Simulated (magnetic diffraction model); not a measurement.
## Which magnetic order? RbLiCe₂Te₄

Space group Cmcm (no. 63), a = 4.1890 Å, b = 14.4940 Å, c = 14.4760 Å.

| site | atom | x | y | z |
| --- | --- | --- | --- | --- |
| 8f | Ce | 0 | 0.3672 | 0.9390 |
| 4c | Te | 1/2 | 0.0795 | 1/4 |
| 8f | Te | 0 | 0.2611 | 0.3884 |
| 4a | Te | 0 | 0 | 0 |
| 4c | Rb | 1/2 | 0.3918 | 1/4 |
| 4c | Li | 0 | 0.1673 | 1/4 |

The compound is invented for this exercise: a known structure type with other elements, its cell scaled to their sizes and not relaxed.

Only Ce is taken to order (form factors of Ce3+); orders and moment sizes are assumed, and not adapted to the symmetry. Radiation: neutrons of λ = 4.2 Å, 3° to 80°; isotropic B of 0.25 Å² (Ce), 0.3 Å² (Te), 0.39 Å² (Rb) and 0.69 Å² (Li). The intensities are simulated: I ∝ L Σ (|F_N|² + |F_M⊥|²) for unpolarised neutrons, with F_M = 2.695 fm/μB × Σ f(s) S exp(2πi Q·r) exp(−B s²) at Q = H ± k (one set where k and −k are equivalent), only the part normal to Q counting and L = 1/(sin²θ cos θ). For a modulated order the moment at position r is S exp(−2πi k·r) + c.c., with S = m/2 for a sine wave of amplitude m and S = m(u + iv)/2 for moments turning in a plane, u and v being orthogonal unit vectors in it; the phase factor of the sum at Q = H + k is then exp(2πi H·r). Form factors are spin-only for 3d ions and dipole or tabulated for f ions, scattering lengths are Sears's of 1992, and absorption is left out. A label names one of the reflections at its angle. The strongest nuclear line in the range is 100, and lines under 0.2 are left out.

Above the ordering temperature:

```tsv
2θ (°)	index	I
33.69	(0 2 0)	1.3
33.73	(0 0 2)	16.5
37.82	(0 2 1)	2.4
48.42	(0 2 2)	7.1
62.91	(1 1 0)	3.4
63.05	(0 2 3)	100.0
65.59	(1 1 1)	25.7
70.94	(0 0 4)	13.3
73.32	(1 1 2)	3.0
73.37	(0 4 1)	19.1
```

Below it (cell unchanged):

```csv
2θ (°),I
25.57,110.9
33.69,1.3
33.73,16.5
37.82,2.4
42.77,0.6
46.17,35.3
48.42,7.1
52.56,22.6
55.51,15.1
55.57,3.5
62.91,3.4
63.05,100.0
65.59,25.7
69.11,19.4
69.16,2.6
70.94,13.3
73.32,3.0
73.37,19.1
76.68,4.9
76.69,19.6
```

**Question.** Find the propagation vector, then choose among these models:
A. a sine wave with moments along [001] (amplitudes given), 1.7 μB on Ce; signs + at (0, 0.3672, 0.9390), − at (1/2, 0.1328, 0.4390), + at (1/2, 0.1328, 0.0610), − at (0, 0.3672, 0.5610)
B. a sine wave with moments along [100] (amplitudes given), 1.7 μB on Ce; signs + at (0, 0.3672, 0.9390), − at (1/2, 0.1328, 0.4390), + at (1/2, 0.1328, 0.0610), − at (0, 0.3672, 0.5610)
C. moments turning in the plane of [010] and [001], 1.7 μB on Ce; signs + at (0, 0.3672, 0.9390), − at (1/2, 0.1328, 0.4390), + at (1/2, 0.1328, 0.0610), − at (0, 0.3672, 0.5610)
D. moments turning in the plane of [100] and [010], 1.7 μB on Ce; signs + at (0, 0.3672, 0.9390), − at (1/2, 0.1328, 0.4390), + at (1/2, 0.1328, 0.0610), − at (0, 0.3672, 0.5610)

The new lines index as (1/3 0 1) at 25.57°, (1/3 2 1) at 42.77°, (2/3 1 1) at 46.17° and (1/3 2 2) at 52.56°, that is as H ± k with k = (1/3 0 0). Satellites come in pairs about each point of the reciprocal lattice.

Magnetic intensity, observed (below minus above) and for each model:

| 2θ (°) | index | observed | A | B | C | D |
| --- | --- | --- | --- | --- | --- | --- |
| 25.57 | (1/3 0 1) | 110.9 | 40.3 | 30.3 | 110.9 | 101.0 |
| 46.17 | (2/3 1 1) | 35.3 | 17.6 | 5.6 | 35.3 | 23.2 |
| 52.56 | (1/3 2 2) | 22.6 | 11.3 | 17.0 | 22.6 | 28.3 |
| 55.51 | (2/3 1 2) | 15.1 | 6.1 | 4.8 | 15.1 | 13.8 |
| 55.57 | (1/3 0 3) | 3.5 | 0.4 | 2.7 | 3.5 | 5.9 |
| 69.11 | (2/3 3 1) | 19.4 | 13.5 | 9.4 | 19.4 | 15.4 |
| 69.16 | (2/3 1 3) | 2.6 | 0.8 | 1.3 | 2.6 | 3.1 |
| 76.69 | (1/3 4 1) | 19.6 | 17.3 | 17.0 | 19.6 | 19.3 |

Model C matches.

The structure used: k = (1/3 0 0), moments turning in the plane of [010] and [001], 1.7 μB on Ce; signs + at (0, 0.3672, 0.9390), − at (1/2, 0.1328, 0.4390), + at (1/2, 0.1328, 0.0610), − at (0, 0.3672, 0.5610).

[Logs are printed without paths, hosts, clocks, repeated set-up lines and the standing remarks that a program may print on its own settings, such as how far it seeks lower states.]
